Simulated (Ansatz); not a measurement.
# Mg2ZnS3: relaxing a made-up structure

This structure for Mg2ZnS3 is made up. Its elements were placed in a known structure type with a cell scaled to their sizes. What cell does the guess relax to, and how far off was it?

Program: Ansatz 0.2.0. Level of theory: DFT, PBE, plane-wave PAW, files of the set soft_1, scalar-relativistic, no spin, cell and ions relaxed at zero pressure; PAW set soft_1. Results are calculated unless marked as measured.

## 1. The structure

Symmetry: P-3m1, No. 164, trigonal system. The conventional cell has a = 3.662 Å, b = 3.662 Å, c = 8.983 Å, α = 90.00°, β = 90.00°, γ = 120.00°. Nearest to Zn lie 6 S at 2.62 Å. Nearest to S lie 6 Mg at 2.60 Å. Nearest to S lie 3 Mg at 2.56 Å and 3 Zn at 2.62 Å. Nearest to Mg lie 6 S at 2.56 to 2.60 Å. Farther neighbours and most contacts between anions are not listed.

## 2. Relaxing cell and atoms

The guessed cell has no reason to be at equilibrium. It is relaxed with the atoms, within the space group of the guess.

Contents of input.yaml:

```yaml
crystal:
  lattice:
    - [3.662, 0.0, 0.0]
    - [-1.831, 3.171385029, 0.0]
    - [0.0, 0.0, 8.983]
  atoms:
    - { symbol: Zn, position: [0.0, 0.0, 0.0] }
    - { symbol: S, position: [0.0, 0.0, 0.5] }
    - { symbol: S, position: [0.666666667, 0.333333333, 0.8281] }
    - { symbol: S, position: [0.333333333, 0.666666667, 0.1719] }
    - { symbol: Mg, position: [0.666666667, 0.333333333, 0.332] }
    - { symbol: Mg, position: [0.333333333, 0.666666667, 0.668] }
kpoints:
  mp_grid: { grid: [8, 8, 3] }
scf:
  occupations: { method: fermi_dirac, width: 0.05 }
hamiltonian:
  xc: pbe
  pseudopotentials: { kind: paw, azcp: { folder: soft_1 } }
relax:
  f_tol: 0.015
  max_steps: 70
  cell: {}
output:
  forces: true
  stress: true
```

Started as:

```console
$ ansatz run input.yaml --threads 4 --pin off --max-ram 10240MiB --backend cpu --events-out ev --progress --plain --runs-dir out
```

Numbers of over 12 decimals in the logs are rounded to 6 here.

Log:

```text
Engine: ansatz 0.2.0, aarch64-unknown-linux-gnu
Pseudopotentials: kind: paw
Pseudopotential: Zn, paw, valence charge 12, recommended cutoff 420 eV (normal), soft_1/Zn.paw.azcp
Pseudopotential: S, paw, valence charge 6, recommended cutoff 420 eV (normal), soft_1/S.paw.azcp
Pseudopotential: Mg, paw, valence charge 10, recommended cutoff 420 eV (normal), soft_1/Mg.paw.azcp
Functional definition: PBE
  parameter kappa = 0.804
  parameter beta = 0.066725
  exchange = pbe_x(kappa = kappa, mu = beta*pi^2/3)
  correlation = pbe_c(beta = beta)
Crystal: 6 atoms, lattice volume = 104.325 Å³
Basis set: ecut = 420 eV, 2023 PW (Γ), exchange–correlation on 50×50×128 points (8 copies of the dense FFT grid, shifted against one another)
Bands: 31, of which v1, the nominal top of the filled ones, is band 25 counted from 1 (24 counted from 0)
Symmetry: 12 space group operations
Space group: P-3m1 (ITA 164), of the structure as read, at distance tolerance 4.7e-5 Å
k-points: 25 of 192
Non-local potential: Zn, projectors of the file, l = 0: 2, l = 1: 2, l = 2: 3, l = 3: 1
Non-local potential: S, projectors of the file, l = 0: 2, l = 1: 2, l = 2: 1
Non-local potential: Mg, projectors of the file, l = 0: 3, l = 1: 2, l = 2: 1
PAW form: soft (Blöchl's): semilocal exchange-correlation on the pseudo side does not see the compensation charge
PAW one-centre angular grid: Zn, 590 points (default); XC on 64 Gauss nodes
PAW one-centre angular grid: S, 110 points (default); XC on 64 Gauss nodes
PAW one-centre angular grid: Mg, 110 points (default); XC on 64 Gauss nodes
Initial density: superposition of atomic densities (chi_scale 0.1, normalization cell, long waves kept (reshape's long-wave potential 0.13 eV rms))
Initial wavefunctions: pseudopotential atomic-orbital guess
Functional: x = pbe(κ = 0.804, μ = 0.219515), c = pbe(β = 0.066725)
SCF iter   1: F=—  HF=-9879.825152 eV  |F-HF|=—  |Δ(HF+E_count)|=         —  Δρ=4.06e-2  dr2=2.22e0  ethr=3.10e-3  ⟨swp⟩=7.6  Hψ=4049  notcnv=0
preconditioner: auto → Resta (q_TF=auto, 2.414 Å⁻¹)  ε∞=5.3  [insulator: Δε(μ)=1.713 eV  Ē_g=10.278 eV  σ=0.050 eV  W_gap=1.00  n_scr=24 (ndim 8)  ℏωp=21.2 eV  f_vac=0.000  D(μ)=0.00/eV (n_scr^D=0)  ε∞_Penn≈5.3]
SCF iter   2: F=—  HF=-9879.448884 eV  |F-HF|=—  |Δ(HF+E_count)|=   3.76e-1  Δρ=1.81e-2  dr2=4.30e-1  ethr=3.10e-3  ⟨swp⟩=3.8  Hψ=1675  notcnv=0  defer=37
SCF iter   3: F=—  HF=-9879.445318 eV  |F-HF|=—  |Δ(HF+E_count)|=   3.57e-3  Δρ=9.12e-3  dr2=4.36e-2  ethr=8.59e-4  ⟨swp⟩=3.4  Hψ=1304  notcnv=0  defer=37
SCF iter   4: F=—  HF=-9879.437429 eV  |F-HF|=—  |Δ(HF+E_count)|=   7.89e-3  Δρ=2.90e-3  dr2=7.47e-3  ethr=8.71e-5  ⟨swp⟩=2.1  Hψ=1441  notcnv=0  defer=37
SCF iter   5: F=—  HF=-9879.439539 eV  |F-HF|=—  |Δ(HF+E_count)|=   2.11e-3  Δρ=7.10e-4  dr2=4.77e-4  ethr=1.49e-5  ⟨swp⟩=2.0  Hψ=1154  notcnv=0  defer=37
SCF iter   6: F=—  HF=-9879.439829 eV  |F-HF|=—  |Δ(HF+E_count)|=   2.90e-4  Δρ=1.26e-4  dr2=2.47e-5  ethr=9.54e-7  ⟨swp⟩=2.0  Hψ=1115  notcnv=0  defer=37
SCF iter   7: F=—  HF=-9879.439889 eV  |F-HF|=—  |Δ(HF+E_count)|=   6.07e-5  Δρ=3.91e-5  dr2=1.97e-6  ethr=4.94e-8  ⟨swp⟩=2.1  Hψ=1224  notcnv=0  defer=37
SCF iter   8: F=—  HF=-9879.439890 eV  |F-HF|=—  |Δ(HF+E_count)|=   5.61e-7  Δρ=1.55e-5  dr2=1.97e-7  ethr=3.93e-9  ⟨swp⟩=2.6  Hψ=1250  notcnv=0  defer=37
SCF iter   9: F=-9879.439890 eV  HF=-9879.439890 eV  |F-HF|=1.48e-8  |Δ(HF+E_count)|=   1.55e-8  Δρ=3.81e-6  dr2=1.88e-8  ethr=2.00e-10  ⟨swp⟩=5.0  Hψ=2728  notcnv=0
SCF 1 converged in 9 iterations: F = -9879.439890 eV  dr2 = 1.88e-8
  greatest PAW one-centre occupation: 1.000 electrons in one spin orbital (limit 2), on the Mg atom at site 5 (counted from 0), in its partial waves of l = 0
relax step   1: F+E_penalty+E_count = -9879.43988974 eV  Δ(F+E_penalty+E_count) = +0.000e0 eV  max|allowed force component| = 8.785e-1 eV/Å  Δτ_max = 0.0000 Å  P = +0.562 GPa  Ω = 104.325 Å³  (9 SCF iters, dr2 threshold 1.00e-7 eV, accepted)
Crystal: 6 atoms, lattice volume = 104.545 Å³
Basis set: ecut = 420 eV, 2021 PW (Γ), exchange–correlation on 50×50×128 points (8 copies of the dense FFT grid, shifted against one another)
Initial density: handed on by an earlier stage of this run
Initial wavefunctions: those handed on with the density
iter 1 solved again at ethr=2.29e-5 eV; its pass at ethr=3.10e-3 eV (dr2=1.14e-2 eV) is discarded
SCF iter   1: F=—  HF=-9879.521918 eV  |F-HF|=—  |Δ(HF+E_count)|=         —  Δρ=3.30e-3  dr2=1.24e-2  ethr=2.29e-5  ⟨swp⟩=2.0  Hψ=4415  notcnv=0
preconditioner: auto → Resta (q_TF=auto, 2.413 Å⁻¹)  ε∞=5.2  [insulator: Δε(μ)=1.608 eV  Ē_g=10.375 eV  σ=0.050 eV  W_gap=1.00  n_scr=24 (ndim 8)  ℏωp=21.2 eV  f_vac=0.000  D(μ)=0.00/eV (n_scr^D=0)  ε∞_Penn≈5.2]
SCF iter   2: F=—  HF=-9879.520695 eV  |F-HF|=—  |Δ(HF+E_count)|=   1.22e-3  Δρ=1.78e-3  dr2=3.28e-3  ethr=2.29e-5  ⟨swp⟩=2.2  Hψ=1101  notcnv=0
SCF iter   3: F=—  HF=-9879.520908 eV  |F-HF|=—  |Δ(HF+E_count)|=   2.13e-4  Δρ=9.32e-4  dr2=4.71e-4  ethr=6.55e-6  ⟨swp⟩=2.0  Hψ=1129  notcnv=0
SCF iter   4: F=—  HF=-9879.520694 eV  |F-HF|=—  |Δ(HF+E_count)|=   2.14e-4  Δρ=1.94e-4  dr2=5.40e-5  ethr=9.42e-7  ⟨swp⟩=2.0  Hψ=1119  notcnv=0
SCF iter   5: F=—  HF=-9879.520698 eV  |F-HF|=—  |Δ(HF+E_count)|=   3.43e-6  Δρ=4.72e-5  dr2=4.56e-6  ethr=1.08e-7  ⟨swp⟩=2.6  Hψ=1154  notcnv=0
SCF iter   6: F=-9879.520697 eV  HF=-9879.520697 eV  |F-HF|=1.35e-7  |Δ(HF+E_count)|=   1.25e-7  Δρ=1.38e-5  dr2=2.07e-7  ethr=1.20e-9  ⟨swp⟩=3.9  Hψ=3406  notcnv=0
SCF 2 converged in 6 iterations: F = -9879.520697 eV  dr2 = 2.07e-7
relax step   2: F+E_penalty+E_count = -9879.52069726 eV  Δ(F+E_penalty+E_count) = -8.081e-2 eV  max|allowed force component| = 1.911e-1 eV/Å  Δτ_max = 0.1076 Å  P = +0.249 GPa  Ω = 104.545 Å³  energy of the carried Pulay correction = -5.771e-5 eV  (6 SCF iters, dr2 threshold 6.00e-7 eV, accepted)
Crystal: 6 atoms, lattice volume = 104.827 Å³
Basis set: ecut = 420 eV, 2071 PW (Γ), exchange–correlation on 50×50×128 points (8 copies of the dense FFT grid, shifted against one another)
iter 1 solved again at ethr=5.46e-6 eV; its pass at ethr=3.10e-3 eV (dr2=2.73e-3 eV) is discarded
SCF iter   1: F=—  HF=-9879.526198 eV  |F-HF|=—  |Δ(HF+E_count)|=         —  Δρ=1.76e-3  dr2=2.74e-3  ethr=5.46e-6  ⟨swp⟩=2.0  Hψ=4235  notcnv=0
preconditioner: auto → Resta (q_TF=auto, 2.412 Å⁻¹)  ε∞=5.2  [insulator: Δε(μ)=1.580 eV  Ē_g=10.344 eV  σ=0.050 eV  W_gap=1.00  n_scr=24 (ndim 8)  ℏωp=21.1 eV  f_vac=0.000  D(μ)=0.00/eV (n_scr^D=0)  ε∞_Penn≈5.2]
SCF iter   2: F=—  HF=-9879.526089 eV  |F-HF|=—  |Δ(HF+E_count)|=   1.09e-4  Δρ=1.00e-3  dr2=8.73e-4  ethr=5.46e-6  ⟨swp⟩=1.4  Hψ=824  notcnv=0
SCF iter   3: F=—  HF=-9879.526146 eV  |F-HF|=—  |Δ(HF+E_count)|=   5.70e-5  Δρ=3.53e-4  dr2=9.65e-5  ethr=1.75e-6  ⟨swp⟩=2.0  Hψ=1135  notcnv=0
SCF iter   4: F=—  HF=-9879.526136 eV  |F-HF|=—  |Δ(HF+E_count)|=   1.04e-5  Δρ=1.63e-4  dr2=2.79e-5  ethr=1.93e-7  ⟨swp⟩=2.0  Hψ=1125  notcnv=0
SCF iter   5: F=—  HF=-9879.526130 eV  |F-HF|=—  |Δ(HF+E_count)|=   5.81e-6  Δρ=4.29e-5  dr2=3.38e-6  ethr=5.59e-8  ⟨swp⟩=2.2  Hψ=1134  notcnv=0
SCF iter   6: F=-9879.526129 eV  HF=-9879.526129 eV  |F-HF|=4.03e-8  |Δ(HF+E_count)|=   4.26e-7  Δρ=7.30e-6  dr2=1.04e-7  ethr=1.20e-9  ⟨swp⟩=3.9  Hψ=3354  notcnv=0
SCF 3 converged in 6 iterations: F = -9879.526129 eV  dr2 = 1.04e-7
relax step   3: F+E_penalty+E_count = -9879.52612933 eV  Δ(F+E_penalty+E_count) = -5.432e-3 eV  max|allowed force component| = 4.069e-2 eV/Å  Δτ_max = 0.0257 Å  P = +0.017 GPa  Ω = 104.827 Å³  energy of the carried Pulay correction = -1.319e-4 eV  (6 SCF iters, dr2 threshold 6.00e-7 eV, accepted)
Crystal: 6 atoms, lattice volume = 104.840 Å³
Basis set: ecut = 420 eV, 2069 PW (Γ), exchange–correlation on 50×50×128 points (8 copies of the dense FFT grid, shifted against one another)
iter 1 solved again at ethr=1.77e-7 eV; its pass at ethr=3.10e-3 eV (dr2=8.85e-5 eV) is discarded
SCF iter   1: F=—  HF=-9879.526627 eV  |F-HF|=—  |Δ(HF+E_count)|=         —  Δρ=2.92e-4  dr2=1.09e-4  ethr=1.77e-7  ⟨swp⟩=3.0  Hψ=4198  notcnv=0
preconditioner: auto → Resta (q_TF=auto, 2.412 Å⁻¹)  ε∞=5.2  [insulator: Δε(μ)=1.590 eV  Ē_g=10.335 eV  σ=0.050 eV  W_gap=1.00  n_scr=24 (ndim 8)  ℏωp=21.1 eV  f_vac=0.000  D(μ)=0.00/eV (n_scr^D=0)  ε∞_Penn≈5.2]
SCF iter   2: F=—  HF=-9879.526631 eV  |F-HF|=—  |Δ(HF+E_count)|=   3.99e-6  Δρ=1.72e-4  dr2=3.87e-5  ethr=1.77e-7  ⟨swp⟩=1.4  Hψ=786  notcnv=0
SCF iter   3: F=—  HF=-9879.526630 eV  |F-HF|=—  |Δ(HF+E_count)|=   1.43e-6  Δρ=4.24e-5  dr2=1.71e-6  ethr=7.74e-8  ⟨swp⟩=2.0  Hψ=1199  notcnv=0
SCF iter   4: F=—  HF=-9879.526630 eV  |F-HF|=—  |Δ(HF+E_count)|=   2.49e-7  Δρ=4.05e-5  dr2=1.00e-6  ethr=3.41e-9  ⟨swp⟩=2.0  Hψ=1128  notcnv=0
SCF iter   5: F=-9879.526630 eV  HF=-9879.526630 eV  |F-HF|=4.01e-8  |Δ(HF+E_count)|=   4.15e-7  Δρ=6.45e-6  dr2=7.06e-8  ethr=3.63e-10  ⟨swp⟩=4.0  Hψ=3290  notcnv=0
SCF 4 converged in 5 iterations: F = -9879.526630 eV  dr2 = 7.06e-8
relax step   4: F+E_penalty+E_count = -9879.52662961 eV  Δ(F+E_penalty+E_count) = -5.003e-4 eV  max|allowed force component| = 5.749e-3 eV/Å  Δτ_max = 0.0030 Å  P = +0.006 GPa  Ω = 104.840 Å³  energy of the carried Pulay correction = -1.352e-4 eV  (5 SCF iters, dr2 threshold 1.82e-7 eV, accepted)
Crystal: 6 atoms, lattice volume = 104.847 Å³
iter 1 solved again at ethr=6.02e-9 eV; its pass at ethr=3.10e-3 eV (dr2=3.01e-6 eV) is discarded
SCF iter   1: F=—  HF=-9879.526651 eV  |F-HF|=—  |Δ(HF+E_count)|=         —  Δρ=7.10e-5  dr2=3.84e-6  ethr=6.02e-9  ⟨swp⟩=3.0  Hψ=4156  notcnv=0
preconditioner: auto → Resta (q_TF=auto, 2.412 Å⁻¹)  ε∞=5.2  [insulator: Δε(μ)=1.589 eV  Ē_g=10.337 eV  σ=0.050 eV  W_gap=1.00  n_scr=24 (ndim 8)  ℏωp=21.1 eV  f_vac=0.000  D(μ)=0.00/eV (n_scr^D=0)  ε∞_Penn≈5.2]
SCF iter   2: F=—  HF=-9879.526665 eV  |F-HF|=—  |Δ(HF+E_count)|=   1.36e-5  Δρ=4.13e-5  dr2=1.58e-6  ethr=6.02e-9  ⟨swp⟩=1.0  Hψ=775  notcnv=0
SCF iter   3: F=—  HF=-9879.526665 eV  |F-HF|=—  |Δ(HF+E_count)|=   1.15e-7  Δρ=1.35e-5  dr2=1.22e-7  ethr=3.16e-9  ⟨swp⟩=2.2  Hψ=1193  notcnv=0
SCF iter   4: F=—  HF=-9879.526665 eV  |F-HF|=—  |Δ(HF+E_count)|=   4.09e-8  Δρ=5.88e-6  dr2=2.85e-8  ethr=2.45e-10  ⟨swp⟩=2.0  Hψ=1125  notcnv=0
SCF iter   5: F=-9879.526665 eV  HF=-9879.526665 eV  |F-HF|=5.91e-10  |Δ(HF+E_count)|=   1.39e-9  Δρ=1.13e-6  dr2=2.35e-9  ethr=3.43e-11  ⟨swp⟩=5.0  Hψ=2787  notcnv=0
SCF 5 converged in 5 iterations: F = -9879.526665 eV  dr2 = 2.35e-9
relax step   5: F+E_penalty+E_count = -9879.52666469 eV  Δ(F+E_penalty+E_count) = -3.508e-5 eV  max|allowed force component| = 3.820e-4 eV/Å  Δτ_max = 0.0008 Å  P = +0.002 GPa  Ω = 104.847 Å³  energy of the carried Pulay correction = -1.370e-4 eV  (5 SCF iters, dr2 threshold 1.71e-8 eV, accepted)
Basis set: ecut = 420 eV, 2069 PW (Γ), exchange–correlation on 50×50×120 points (8 copies of the dense FFT grid, shifted against one another)
Initial wavefunctions: pseudopotential atomic-orbital guess (no wavefunctions were taken with the density)
iter 1 solved again at ethr=6.70e-7 eV; its pass at ethr=3.10e-3 eV (dr2=3.35e-4 eV) is discarded
SCF iter   1: F=—  HF=-9879.526642 eV  |F-HF|=—  |Δ(HF+E_count)|=         —  Δρ=9.08e-5  dr2=2.41e-7  ethr=6.70e-7  ⟨swp⟩=3.0  Hψ=5848  notcnv=0
eigensolver tolerance schedule: the retry pair's looser diagonalisation over-reported the residual by 1391.69 of it (diagonalisation noise at 0.43 of the residual, at the tolerance the schedule requests for it); recorded, not acted on — ethr = c·dr2/N_el stays at c = 1.0e-1
SCF iter   2: F=—  HF=-9879.526772 eV  |F-HF|=—  |Δ(HF+E_count)|=   1.30e-4  Δρ=4.72e-5  dr2=1.25e-7  ethr=4.81e-10  ⟨swp⟩=3.2  Hψ=1743  notcnv=0
SCF iter   3: F=—  HF=-9879.526794 eV  |F-HF|=—  |Δ(HF+E_count)|=   2.20e-5  Δρ=9.16e-6  dr2=1.38e-8  ethr=2.50e-10  ⟨swp⟩=2.0  Hψ=1125  notcnv=0
SCF iter   4: F=—  HF=-9879.526795 eV  |F-HF|=—  |Δ(HF+E_count)|=   6.24e-7  Δρ=1.17e-6  dr2=1.31e-9  ethr=2.77e-11  ⟨swp⟩=2.0  Hψ=1125  notcnv=0
SCF iter   5: F=—  HF=-9879.526795 eV  |F-HF|=—  |Δ(HF+E_count)|=  6.55e-11  Δρ=5.60e-7  dr2=2.84e-10  ethr=2.62e-12  ⟨swp⟩=2.2  Hψ=1088  notcnv=0
SCF iter   6: F=-9879.526795 eV  HF=-9879.526795 eV  |F-HF|=5.57e-10  |Δ(HF+E_count)|=  2.73e-10  Δρ=3.22e-7  dr2=5.96e-11  ethr=1.00e-12  ⟨swp⟩=4.0  Hψ=3598  notcnv=0
SCF 6 converged in 6 iterations: F = -9879.526795 eV  dr2 = 5.96e-11
relax step   6: F+E_penalty+E_count = -9879.52679453 eV  Δ(F+E_penalty+E_count) = -1.298e-4 eV  max|allowed force component| = 3.818e-4 eV/Å  Δτ_max = 0.0000 Å  P = +0.002 GPa  Ω = 104.847 Å³  stress off target by 2.60e-3 GPa  SCF on the basis re-selected at this cell (its energy is not comparable with the rows above)  (6 SCF iters)
basis re-selected at this cell: Δ(F+E_penalty+E_count) = -1.298e-4 eV, ΔP = -0.000 GPa vs the last step (what re-selecting the basis moved, of the pressure what is left beyond the Pulay correction that the steps carried, after the strain that the cell walked since its last selection, with what the two solves' SCF thresholds leave and, on support functions, any second-order correction that the steps lacked; it is no measure of the basis error at this ecutwfc). The dense FFT grid was sized anew with the basis: this SCF ran on 25×25×60 points, the steps before it on 25×25×64, so part of this shift can come from that change (see relax.cell in the input reference). [rest of the remark cut]
SCF converged after 6 iterations
Free energy (F): -9879.526795 eV
Harris-Foulkes:  -9879.526795 eV  (|F-HF|=5.57e-10)
Internal energy: -9879.526795 eV  (E = F + TS)
E sigma→0 (E₀):  -9879.526795 eV
Entropy (-TS):   -0.000000 eV (-0.000 meV/atom)
Fermi energy:    7.605765 eV
--- Per-component energies (eV) ---
  E_band       = -629.473727
  E_kinetic    = 607.758317
  E_local      = -5643.659001  (includes V_loc(G=0)·N_el)
  E_nonlocal   = 1315.893818
  E_hartree    = 2001.022963
  E_xc         = -400.501488
  E_vxc        = -370.666389  (∫ρ·V_xc dr)
  E_paw        = -4328.122983  (= ΣΔE_a)
  E_vpaw       = -540.846048  (= ΣTr[D̂ρ^β])
  E_aug_tail   = -0.000580  (compensation charges beyond the density's cutoff)
  E_ewald      = -3431.917840
  E_smearing   = -0.000000  (= −TS)
  E_closure    = -0.000000  (closes the sum)
  Σ components = -9879.526795   (vs F -9879.526795, Δ=0.00e0)
--- Forces (eV/Å), atoms counted from 1 ---
  atom   1  Zn    -0.00000000     0.00000000     0.00000000
  atom   2  S      0.00000000     0.00000000     0.00000000
  atom   3  S      0.00000000    -0.00000000     0.00038178
  atom   4  S      0.00000000     0.00000000    -0.00038178
  atom   5  Mg    -0.00000000     0.00000000    -0.00005466
  atom   6  Mg    -0.00000000    -0.00000000     0.00005466
  max |Σ_I F_I| component: 1.73e-17 eV/Å
--- Stress (GPa, compression-positive) ---
        0.001305      -0.000000      -0.000000
        0.000000       0.001305      -0.000000
       -0.000000      -0.000000       0.002601
  P = ⅓ Tr σ = 0.0017 GPa (0.017 kbar)
--- Relaxed structure (5 steps of the walk, 5 accepted, 1 SCFs on fresh bases) ---
  F+E_penalty+E_count = -9879.52679453 eV   max|allowed force component| = 3.818e-4 eV/Å   (the final SCF, on the basis selected at the relaxed cell)
  cell:  # Å, volume = 104.8470 Å³
    - [3.672622, 0, 0]
    - [-1.836311, 3.180584, 0]
    - [0, 0, 8.975798]
  atoms:
    - { symbol: Zn, position: [0, 0, -2.5748242620903293e-19] }
    - { symbol: S, position: [0, 0, 0.500000] }
    - { symbol: S, position: [0.666667, 0.333333, 0.839029] }
    - { symbol: S, position: [0.333333, 0.666667, 0.160971] }
    - { symbol: Mg, position: [0.666667, 0.333333, 0.331426] }
    - { symbol: Mg, position: [0.333333, 0.666667, 0.668574] }
```

It took 7.8 s on 4 threads of Arm Neoverse V1, shared host; peak memory 0.44 GiB; 28 s of CPU time.

Relaxation path:

| step | energy less that of the first step (eV) | largest force component (eV/Å) | pressure (GPa) | volume (Å³) |
| --- | --- | --- | --- | --- |
| 1 | 0.0000 | 0.8785 | 0.56 | 104.33 |
| 2 | -0.0808 | 0.1911 | 0.25 | 104.54 |
| 3 | -0.0862 | 0.0407 | 0.02 | 104.83 |
| 4 | -0.0867 | 0.0057 | 0.01 | 104.84 |
| 5 | -0.0868 | 0.0004 | 0.00 | 104.85 |
| 6* | -0.0869 | 0.0004 | 0.00 | 104.85 |

Relaxation steps marked * repeat the geometry before them on a plane-wave basis chosen anew for their cell, so energy and pressure can jump there.

The run keeps the 12 symmetry operations that it works with, so distortions that break them were not tested.

| conventional cell, symmetrised | before | after | change |
| --- | --- | --- | --- |
| a (Å) | 3.662 | 3.673 | +0.3 % |
| b (Å) | 3.662 | 3.673 | +0.3 % |
| c (Å) | 8.983 | 8.976 | -0.1 % |
| volume (Å³/atom) | 17.39 | 17.47 | +0.5 % |

The atoms that moved most (Å, as changes of fractional coordinates times the final cell):

| atom | dx | dy | dz | length |
| --- | --- | --- | --- | --- |
| S3 | 0.000 | 0.000 | 0.098 | 0.098 |
| S4 | 0.000 | 0.000 | -0.098 | 0.098 |
| Mg6 | 0.000 | 0.000 | 0.005 | 0.005 |
| Mg5 | 0.000 | 0.000 | -0.005 | 0.005 |

Final coordinates:

```xyz
6
Lattice="3.6726 0.0000 0.0000 -1.8363 3.1806 0.0000 0.0000 0.0000 8.9758" Properties=species:S:1:pos:R:3 pbc="T T T"
Zn    0.0000    0.0000    0.0000
S     0.0000    0.0000    4.4879
S     1.8363    1.0602    7.5310
S     0.0000    2.1204    1.4448
Mg    1.8363    1.0602    2.9748
Mg    0.0000    2.1204    6.0010
```

This step gave:

* free energy: -9879.5268 eV
* Fermi energy: 7.606 eV
* gap by band count: 1.589 eV
* electrons: 50
* symmetry operations: 12
* pressure: 0.001737 GPa

Shortest distances by pair of elements, guess and relaxed (not always the same contact):

| pair | guess (Å) | relaxed (Å) |
| --- | --- | --- |
| S–Zn | 2.618 | 2.566 |
| Mg–S | 2.557 | 2.605 |
| S–S | 3.627 | 3.584 |
| Mg–Zn | 3.656 | 3.653 |
| Zn–Zn | 3.662 | 3.673 |

The relaxation ends with a largest force component of 3.8e-4 eV/Å and a pressure of 0.00 GPa.

## 3. Results

```
space group, relaxed : P-3m1
conventional cell    : a = 3.673, b = 3.673, c = 8.976 Å; α = 90.0°, β = 90.0°, γ = 120.0°
volume per atom      : 17.47 Å³ (guess 17.39)
```

**Reading.** Mg2ZnS3 relaxes to P-3m1 with a = 3.673, b = 3.673 and c = 8.976 Å. The guessed volume was near the relaxed one. The space group P-3m1 was held in the relaxation, so the end point is a stationary structure within it and may be a saddle against distortions or other arrangements. Mesh and cutoff weren't tested. No dispersion term is used, so weakly bound directions may come out too long. Nothing here tests whether the compound is stable against decomposition.

[Logs are printed without paths, hosts, clocks, repeated set-up lines and the standing remarks that a program may print on its own settings, such as how far it seeks lower states.]

[Hosts, paths, dates, database ids (printed as entryN), source tags and the programs' standing remarks are cut or masked in the printed files.]
